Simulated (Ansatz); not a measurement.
# Changed inputs in constrained RPA: KRhO3 (cubic perovskite) (Pm-3m)

Aim: hold the target of a cRPA run on KRhO3 (cubic perovskite) (Pm-3m) and move one thing at a time.

Method: constrained RPA on LDA, plane waves, PAW, in Ansatz 0.2.0.

The structure was built from a prototype and need not be the compound's stable phase.

### Step 1. The structure

Symmetry: Pm-3m, No. 221, cubic system. The conventional cell has a = 3.833 Å, b = 3.833 Å, c = 3.833 Å, α = 90.00°, β = 90.00°, γ = 90.00°. Nearest to K lie 12 O at 2.71 Å. Rh has 6 O at 1.92 Å nearest. Nearest to O lie 2 Rh at 1.92 Å and 4 K at 2.71 Å. Farther neighbours and most contacts between anions are not listed.

As a file:

```cif
data_structure
_symmetry_space_group_name_H-M 'Pm-3m'
_symmetry_Int_Tables_number 221
_cell_length_a 3.8329
_cell_length_b 3.8329
_cell_length_c 3.8329
_cell_angle_alpha 90.000
_cell_angle_beta 90.000
_cell_angle_gamma 90.000
_cell_volume 56.31
loop_
_atom_site_label
_atom_site_type_symbol
_atom_site_symmetry_multiplicity
_atom_site_Wyckoff_symbol
_atom_site_fract_x
_atom_site_fract_y
_atom_site_fract_z
_atom_site_occupancy
K1 K 1 a 0.00000 0.00000 0.00000 1
Rh1 Rh 1 b 0.50000 0.50000 0.50000 1
O1 O 3 c 0.50000 0.00000 0.50000 1
```

The structure was relaxed with LDA. The structure type comes from a generator and need not be one that this composition takes. The structure was generated from a model, not taken from a measurement. The runs that relaxed it are not among those shown. The program's search for lower electronic states was switched off, so nothing shows that the state found is the lowest. The default PAW set here is soft_2. Its files were made with PBE.

### Step 2. Base: Rh d + anion p, bands v11 to c3, 4×4×4 mesh, medium accuracy

Constrained RPA screens the interaction with every transition except those inside the target bands, which a later many-body model would treat itself.

Contents of input.yaml:

```yaml
crystal:
  lattice:
    - [-3.83294265, 0.0, 0.0]
    - [0.0, 0.0, -3.83294265]
    - [0.0, -3.83294265, 0.0]
  atoms:
    - { symbol: K, position: [0.0, 0.0, 0.0] }
    - { symbol: Rh, position: [0.5, 0.5, 0.5] }
    - { symbol: O, position: [0.5, 0.5, 0.0] }
    - { symbol: O, position: [0.5, 0.0, 0.5] }
    - { symbol: O, position: [0.0, 0.5, 0.5] }
kpoints:
  mp_grid: { grid: [8, 8, 8] }
hamiltonian:
  xc: lda
scf:
  occupations: { method: gaussian, width: 0.08 }
  n_extra_bands: 19
  max_iter: 150
  lower_state_search: "off"
output:
  crpa:
    kmesh: [4, 4, 4]
    target_bands: [v11, c3]
    projections: [{ species: Rh, l: d, shell: 4 }, { species: O, l: p, shell: 2 }]
  local_orbitals:
    kmesh: [8, 8, 8]
    orbitals: [{ species: Rh, l: d, shell: 4 }, { species: O, l: p, shell: 2 }]
    window: { bands: [v11, c3] }
    seedname: lo
```

Command:

```console
$ ansatz run input.yaml --threads 4 --pin off --max-ram 9216MiB --backend cpu --events-out ev --progress --plain --runs-dir out
```

Numbers of over 12 decimals in the logs are rounded to 6 here.

The log of the run:

```text
scf.n_extra_bands = 19 over 22 filled bands (N_el = 44.0): the run solves 41 bands
Engine: ansatz 0.2.0, aarch64-unknown-linux-gnu
Pseudopotentials: kind: paw
Pseudopotential: K, paw, valence charge 9, recommended cutoff 420 eV (normal), K.paw.azcp
Pseudopotential: Rh, paw, valence charge 17, recommended cutoff 420 eV (normal), Rh.paw.azcp
Pseudopotential: O, paw, valence charge 6, recommended cutoff 420 eV (normal), O.paw.azcp
Functional definition: SPW92
  exchange = slater_x
  correlation = pw_c
Crystal: 5 atoms, lattice volume = 56.311 Å³
Basis set: ecut = 420 eV, 1141 PW (Γ)
Bands: 41, of which v1, the nominal top of the filled ones, is band 22 counted from 1 (21 counted from 0)
Symmetry: 48 space group operations
Space group: Pm-3m (ITA 221), of the structure as read, at distance tolerance 3.8e-5 Å
k-points: 35 of 512
Non-local potential: K, projectors of the file, l = 0: 3, l = 1: 2, l = 2: 2
Non-local potential: Rh, projectors of the file, l = 0: 3, l = 1: 2, l = 2: 2, l = 3: 1
Non-local potential: O, projectors of the file, l = 0: 2, l = 1: 2, l = 2: 1
PAW form: soft (Blöchl's): semilocal exchange-correlation on the pseudo side does not see the compensation charge
PAW frozen core: K, regenerated for the run's functional, and the local potential with it (the file was generated under x = pbe(κ = 0.804, μ = 0.219515), c = pbe(β = 0.066725))
PAW frozen core: Rh, regenerated for the run's functional, and the local potential with it (the file was generated under x = pbe(κ = 0.804, μ = 0.219515), c = pbe(β = 0.066725))
PAW frozen core: O, regenerated for the run's functional, and the local potential with it (the file was generated under x = pbe(κ = 0.804, μ = 0.219515), c = pbe(β = 0.066725))
PAW one-centre angular grid: K, 110 points (default); XC on 64 Gauss nodes
PAW one-centre angular grid: Rh, 590 points (default); XC on 64 Gauss nodes
PAW one-centre angular grid: O, 110 points (default); XC on 64 Gauss nodes
Initial density: superposition of atomic densities (neutral atoms: chi_scale 0, normalization atom), corrected by the library's trained network
Initial wavefunctions: pseudopotential atomic-orbital guess
Functional: x = slater, c = lda
SCF iter   1: F=—  HF=-9437.676437 eV  |F-HF|=—  |Δ(HF+E_count)|=         —  Δρ=1.68e-2  dr2=1.29e-1  ethr=1.77e-3  ⟨swp⟩=5.3  Hψ=6334  notcnv=0  defer=309
preconditioner: auto → LDOS  [metal: Δε(μ)=0.021 eV  Ē_g=21.343 eV  σ=0.080 eV  W_gap=0.15  n_scr=18 (ndim 8)  ℏωp=29.7 eV  f_vac=0.013  D(μ)=7.87/eV (n_scr^D=122)  β→1.0]
SCF iter   2: F=—  HF=-9437.655394 eV  |F-HF|=—  |Δ(HF+E_count)|=   2.10e-2  Δρ=9.37e-3  dr2=5.11e-2  ethr=2.94e-4  ⟨swp⟩=3.0  Hψ=2579  notcnv=0  defer=368
[...]
Fermi energy:    10.258675 eV
--- Per-component energies (eV) ---
  E_band       = -311.705165
  E_kinetic    = 1347.345351
  E_local      = -3716.179070  (includes V_loc(G=0)·N_el)
  E_nonlocal   = 521.806887
  E_hartree    = 1332.537126
  E_xc         = -570.096875
  E_vxc        = -720.064824  (∫ρ·V_xc dr)
  E_paw        = -4644.565338  (= ΣΔE_a)
  E_vpaw       = -409.697564  (= ΣTr[D̂ρ^β])
  E_aug_tail   = 0.007838  (compensation charges beyond the density's cutoff)
  E_ewald      = -3709.650622
  E_core_change = 1.170747  (= ΣΔE_core)
  E_smearing   = -0.023431  (= −TS)
  E_closure    = -0.000000  (closes the sum)
  Σ components = -9437.647387   (vs F -9437.647387, Δ=0.00e0)
--- Band table (eV; the first three rows and the last of 35) ---
  k-point 0: bands = [... 18 lower, 8.2348, 8.2348, 8.6382, 8.6382, 8.6382, 9.4583, 9.4583, 17.1306, ... 15 higher]
  k-point 1: bands = [... 18 lower, 8.1466, 8.3945, 8.3945, 8.8857, 8.8857, 9.4600, 10.6139, 17.4495, ... 15 higher]
  k-point 2: bands = [... 18 lower, 7.9431, 8.3751, 8.3751, 9.4637, 9.6101, 9.6101, 12.0011, 18.2090, ... 15 higher]
  k-point 34: bands = [... 18 lower, 9.4328, 9.4328, 10.8825, 10.8825, 10.8825, 15.9496, 15.9496, 18.7241, ... 15 higher]
--- cRPA (band scheme, projected local orbitals): target bands 12..25 (1-based), 14 Wannier function(s), 4×4×4 mesh, 50 bands' worth read of 55 solved, ecut_chi 136.0 eV, v(q+G=0) probe_charge, pair densities all_electron ---
  bands read: the sum over 50 bands ends inside a degenerate multiplet in 9 slots, whose members it reads at an even weight; the widest, k=10: bands 50 to 51 (counted from 1) at 1/2 each
  χ-basis size per q: N_G = 196..216
  window electrons = 22.0000, filled by tetrahedron_uncorrected; constrained ε̄⁻¹(q = 0, 0) head = 0.426645; min gauge Gram eig = 0.7757
  Kanamori averages over each shell's own Wannier functions (sites counted from 0, functions from 1):
  Each shell's averages of U are screened by what lies outside the whole window alone: parameters of one model of all the shells.
    Site 1, 4D, 5 of 5 d orbitals (Wannier functions 1, 2, 3, 4, 5; wannier90's mr 1, 2, 3, 4, 5):
      screened: U = 9.2665 eV, U' = 8.1506 eV, J = 0.5557 eV
      screened, to within: U = 1.9e-2 eV, U' = 1.9e-2 eV, J = 8.9e-4 eV
      bare: V = 18.1564 eV, V' = 16.7278 eV, J = 0.7039 eV
    Site 2, 2P, 3 of 3 p orbitals (Wannier functions 6, 7, 8; wannier90's mr 1, 2, 3):
      screened: U = 8.8708 eV, U' = 7.3604 eV, J = 0.7622 eV
      screened, to within: U = 1.6e-2 eV, U' = 1.6e-2 eV, J = 1.2e-3 eV
      bare: V = 19.7118 eV, V' = 17.8150 eV, J = 0.9547 eV
    Site 3, 2P, 3 of 3 p orbitals (Wannier functions 9, 10, 11; wannier90's mr 1, 2, 3):
      screened: U = 8.8708 eV, U' = 7.3604 eV, J = 0.7622 eV
      screened, to within: U = 1.6e-2 eV, U' = 1.6e-2 eV, J = 1.2e-3 eV
      bare: V = 19.7118 eV, V' = 17.8150 eV, J = 0.9547 eV
    Site 4, 2P, 3 of 3 p orbitals (Wannier functions 12, 13, 14; wannier90's mr 1, 2, 3):
      screened: U = 8.8708 eV, U' = 7.3604 eV, J = 0.7622 eV
      screened, to within: U = 1.6e-2 eV, U' = 1.6e-2 eV, J = 1.2e-3 eV
      bare: V = 19.7118 eV, V' = 17.8150 eV, J = 0.9547 eV
  Hermiticity witness max|P − P†| over intra, direct and exchange elements: 7.11e-15 eV (screened), 3.55e-15 eV (bare)
  Reality witness max|Im| over intra, direct and exchange elements: 8.29e-9 eV (screened), 4.03e-9 eV (bare)
[key lines of the parts left out:]
SCF converged after 8 iterations
Free energy (F): -9437.647387 eV
```

It took 2.3 min on 4 threads of Arm Neoverse V2, shared host; peak memory 0.67 GiB; 8.7 min of CPU time.

This step gave:

```
U                                                 : 9.266 eV
U prime (inter-orbital)                           : 8.151 eV
J                                                 : 0.5557 eV
bare V                                            : 18.16 eV
bare J                                            : 0.7039 eV
stated bound on U                                 : 0.01844 eV
U over bare V                                     : 0.5104
electrons in the window                           : 22
head of the constrained inverse dielectric matrix : 0.4266
least eigenvalue of the projection's overlap      : 0.7757
target functions                                  : 14
bands in the sums                                 : 50
r.m.s. miss of the model bands                    : 1.62e-4 eV
width of the target bands                         : 14.04 eV
weight of the projected orbitals in the window    : 0.9480
```

On the Rh d shell, screening brings the on-site interaction from 18.2 eV down to U = 9.27 eV.

### Step 3. Changed: 2×2×2 mesh

input.yaml, the sections that differ from step 2:

```yaml
output:
  crpa:
    kmesh: [2, 2, 2]
    target_bands: [v11, c3]
    projections: [{ species: Rh, l: d, shell: 4 }, { species: O, l: p, shell: 2 }]
# crystal, kpoints, hamiltonian, scf: as in step 2
```

The log of the run:

```text
[...]
Crystal: 5 atoms, lattice volume = 56.311 Å³
Basis set: ecut = 420 eV, 1141 PW (Γ)
Bands: 41, of which v1, the nominal top of the filled ones, is band 22 counted from 1 (21 counted from 0)
Symmetry: 48 space group operations
[...]
k-points: 35 of 512
[...]
SCF iter   1: F=—  HF=-9437.676437 eV  |F-HF|=—  |Δ(HF+E_count)|=         —  Δρ=1.68e-2  dr2=1.29e-1  ethr=1.77e-3  ⟨swp⟩=5.3  Hψ=6334  notcnv=0  defer=309
[...]
SCF iter   8: F=-9437.647387 eV  HF=-9437.647387 eV  |F-HF|=2.71e-9  |Δ(HF+E_count)|=   1.01e-7  Δρ=4.95e-6  dr2=5.82e-9  ethr=2.27e-10  ⟨swp⟩=9.7  Hψ=6642  notcnv=0
SCF 1 converged in 8 iterations: F = -9437.647387 eV  dr2 = 5.82e-9
[...]
NSCF: frozen V_eff on 4 k-points
[...]
cRPA screening: q 1/8
cRPA screening: q 2/8
cRPA screening: q 5/8 (q-point 4)
cRPA screening: q 8/8
SCF converged after 8 iterations
Free energy (F): -9437.647387 eV
[...]
χ-basis size per q: N_G = 196..216
[...]
screened: U = 9.3334 eV, U' = 8.2103 eV, J = 0.5588 eV
      screened, to within: U = 1.6e-2 eV, U' = 1.6e-2 eV, J = 8.8e-4 eV
      bare: V = 18.3068 eV, V' = 16.8724 eV, J = 0.7076 eV
    Site 2, 2P, 3 of 3 p orbitals (Wannier functions 6, 7, 8; wannier90's mr 1, 2, 3):
      screened: U = 8.8579 eV, U' = 7.3405 eV, J = 0.7648 eV
      screened, to within: U = 1.4e-2 eV, U' = 1.4e-2 eV, J = 1.2e-3 eV
      bare: V = 19.8790 eV, V' = 17.9734 eV, J = 0.9577 eV
    Site 3, 2P, 3 of 3 p orbitals (Wannier functions 9, 10, 11; wannier90's mr 1, 2, 3):
      screened: U = 8.8579 eV, U' = 7.3405 eV, J = 0.7648 eV
      screened, to within: U = 1.4e-2 eV, U' = 1.4e-2 eV, J = 1.2e-3 eV
      bare: V = 19.8790 eV, V' = 17.9734 eV, J = 0.9577 eV
    Site 4, 2P, 3 of 3 p orbitals (Wannier functions 12, 13, 14; wannier90's mr 1, 2, 3):
      screened: U = 8.8579 eV, U' = 7.3405 eV, J = 0.7648 eV
      screened, to within: U = 1.4e-2 eV, U' = 1.4e-2 eV, J = 1.2e-3 eV
      bare: V = 19.8790 eV, V' = 17.9734 eV, J = 0.9577 eV
[...]
[key lines of the parts left out:]
Fermi energy:    10.258675 eV
```

It took 12 s on 4 threads; peak memory 0.56 GiB; 42 s of CPU time.

Numbers from this step:

- U: 9.333 eV
- U prime (inter-orbital): 8.210 eV
- J: 0.5588 eV
- bare V: 18.31 eV
- bare J: 0.7076 eV
- stated bound on U: 0.01580 eV
- U over bare V: 0.5098
- electrons in the window: 22.00
- head of the constrained inverse dielectric matrix: 0.4108
- least eigenvalue of the projection's overlap: 0.7757
- target functions: 14
- bands in the sums: 50
- width of the target bands: 14.04 eV
- weight of the projected orbitals in the window: 0.9480

On the Rh d shell, screening brings the on-site interaction from 18.3 eV down to U = 9.33 eV.

### Step 4. Changed: accuracy high

Edit input.yaml of step 3 so:

```diff
@@ -22,4 +22,5 @@
   crpa:
-    kmesh: [2, 2, 2]
+    kmesh: [4, 4, 4]
     target_bands: [v11, c3]
     projections: [{ species: Rh, l: d, shell: 4 }, { species: O, l: p, shell: 2 }]
+    accuracy: high
```

The log of the run:

```text
[...]
Crystal: 5 atoms, lattice volume = 56.311 Å³
Basis set: ecut = 420 eV, 1141 PW (Γ)
Bands: 41, of which v1, the nominal top of the filled ones, is band 22 counted from 1 (21 counted from 0)
Symmetry: 48 space group operations
[...]
k-points: 35 of 512
[...]
screened: U = 8.8730 eV, U' = 7.3624 eV, J = 0.7624 eV
      screened, to within: U = 9.0e-4 eV, U' = 9.0e-4 eV, J = 1.1e-4 eV
      bare: V = 19.7118 eV, V' = 17.8150 eV, J = 0.9547 eV
    Site 4, 2P, 3 of 3 p orbitals (Wannier functions 12, 13, 14; wannier90's mr 1, 2, 3):
      screened: U = 8.8730 eV, U' = 7.3624 eV, J = 0.7624 eV
      screened, to within: U = 9.0e-4 eV, U' = 9.0e-4 eV, J = 1.1e-4 eV
      bare: V = 19.7118 eV, V' = 17.8150 eV, J = 0.9547 eV
[...]
[key lines of the parts left out:]
SCF converged after 8 iterations
Free energy (F): -9437.647387 eV
Fermi energy:    10.258675 eV
```

It took 4.3 min on 4 threads; peak memory 0.74 GiB.

This step gave:

```
U                                                 : 9.269 eV
U prime (inter-orbital)                           : 8.153 eV
J                                                 : 0.5558 eV
bare V                                            : 18.16 eV
bare J                                            : 0.7039 eV
stated bound on U                                 : 0.001022 eV
U over bare V                                     : 0.5105
electrons in the window                           : 22
head of the constrained inverse dielectric matrix : 0.4267
least eigenvalue of the projection's overlap      : 0.7757
target functions                                  : 14
bands in the sums                                 : 50
width of the target bands                         : 14.04 eV
weight of the projected orbitals in the window    : 0.9480
```

On the Rh d shell, screening brings the on-site interaction from 18.2 eV down to U = 9.27 eV.

### Step 5. Changed: smooth pair densities

Edit input.yaml of step 4 so:

```diff
@@ -25,2 +25,2 @@
     projections: [{ species: Rh, l: d, shell: 4 }, { species: O, l: p, shell: 2 }]
-    accuracy: high
+    pair_densities: pseudo
```

The log of the run:

```text
[...]
Crystal: 5 atoms, lattice volume = 56.311 Å³
Basis set: ecut = 420 eV, 1141 PW (Γ)
Bands: 41, of which v1, the nominal top of the filled ones, is band 22 counted from 1 (21 counted from 0)
Symmetry: 48 space group operations
[...]
k-points: 35 of 512
[...]
screened, sum over states alone: U = 9.4792 eV, U' = 7.6656 eV, J = 0.9121 eV
      bare: V = 19.7118 eV, V' = 17.8150 eV, J = 0.9547 eV
    Site 4, 2P, 3 of 3 p orbitals (Wannier functions 12, 13, 14; wannier90's mr 1, 2, 3):
      screened: U = 8.8847 eV, U' = 7.3569 eV, J = 0.7710 eV
      screened, to within: U = 1.9e-2 eV, U' = 1.9e-2 eV, J = 3.4e-4 eV
      screened, sum over states alone: U = 9.4792 eV, U' = 7.6656 eV, J = 0.9121 eV
      bare: V = 19.7118 eV, V' = 17.8150 eV, J = 0.9547 eV
[...]
[key lines of the parts left out:]
SCF converged after 8 iterations
Free energy (F): -9437.647387 eV
Fermi energy:    10.258675 eV
```

Elapsed: 2.1 min, on 4 threads; peak memory 0.58 GiB.

Numbers from this step:

```yaml
u: 9.303 eV
u_prime_inter_orbital: 8.152 eV
j: 0.5735 eV
bare_v: 18.16 eV
bare_j: 0.7039 eV
stated_bound_on_u: 0.01630 eV
u_over_bare_v: 0.5124
electrons_in_the_window: 22
head_of_the_constrained_inverse_dielectric_matrix: 0.4269
least_eigenvalue_of_the_projection_s_overlap: 0.7757
target_functions: 14
bands_in_the_sums: 50
width_of_the_target_bands: 14.04 eV
weight_of_the_projected_orbitals_in_the_window: 0.9480
```

On the Rh d shell, screening brings the on-site interaction from 18.2 eV down to U = 9.30 eV.

### Step 6. Changed: sums without a band count

Edit input.yaml of step 5 so:

```diff
@@ -25,2 +25,2 @@
     projections: [{ species: Rh, l: d, shell: 4 }, { species: O, l: p, shell: 2 }]
-    pair_densities: pseudo
+    accuracy: sum_over_states
```

The log of the run:

```text
Error: 2 input errors — fix all and re-run
  1. invalid value for `output.crpa.n_empty_bands`: is left out, and the sums over bands alone (accuracy: sum_over_states under output.crpa) have no default for it, since their result follows it; type one, or take accuracy: low, medium or high under output.crpa
  2. invalid value for `output.crpa.ecut_chi`: is left out, and the sums over bands alone (accuracy: sum_over_states under output.crpa) have no default for it, since their result follows it; type one, or take accuracy: low, medium or high under output.crpa
```

The job ended after 0.09 s (4 threads; peak memory 0.087 GiB).

The input was rejected at the start.

The program's message: “Error: 2 input errors — fix all and re-run”

The fault put into this input: sums without a band count.

[end of part 1 of 2]

[Paths, hosts, dates, memory and timing lines, banners, echoed tables and standing remarks are left out of the program output.]

[Logs are printed without paths, hosts, clocks, repeated set-up lines and the standing remarks that a program may print on its own settings, such as how far it seeks lower states.]

[Runs of the session that timed out or met a known fault of the program may be left out.]

[Hosts, paths, dates, database ids (printed as entryN), source tags and the programs' standing remarks are cut or masked in the printed files.]
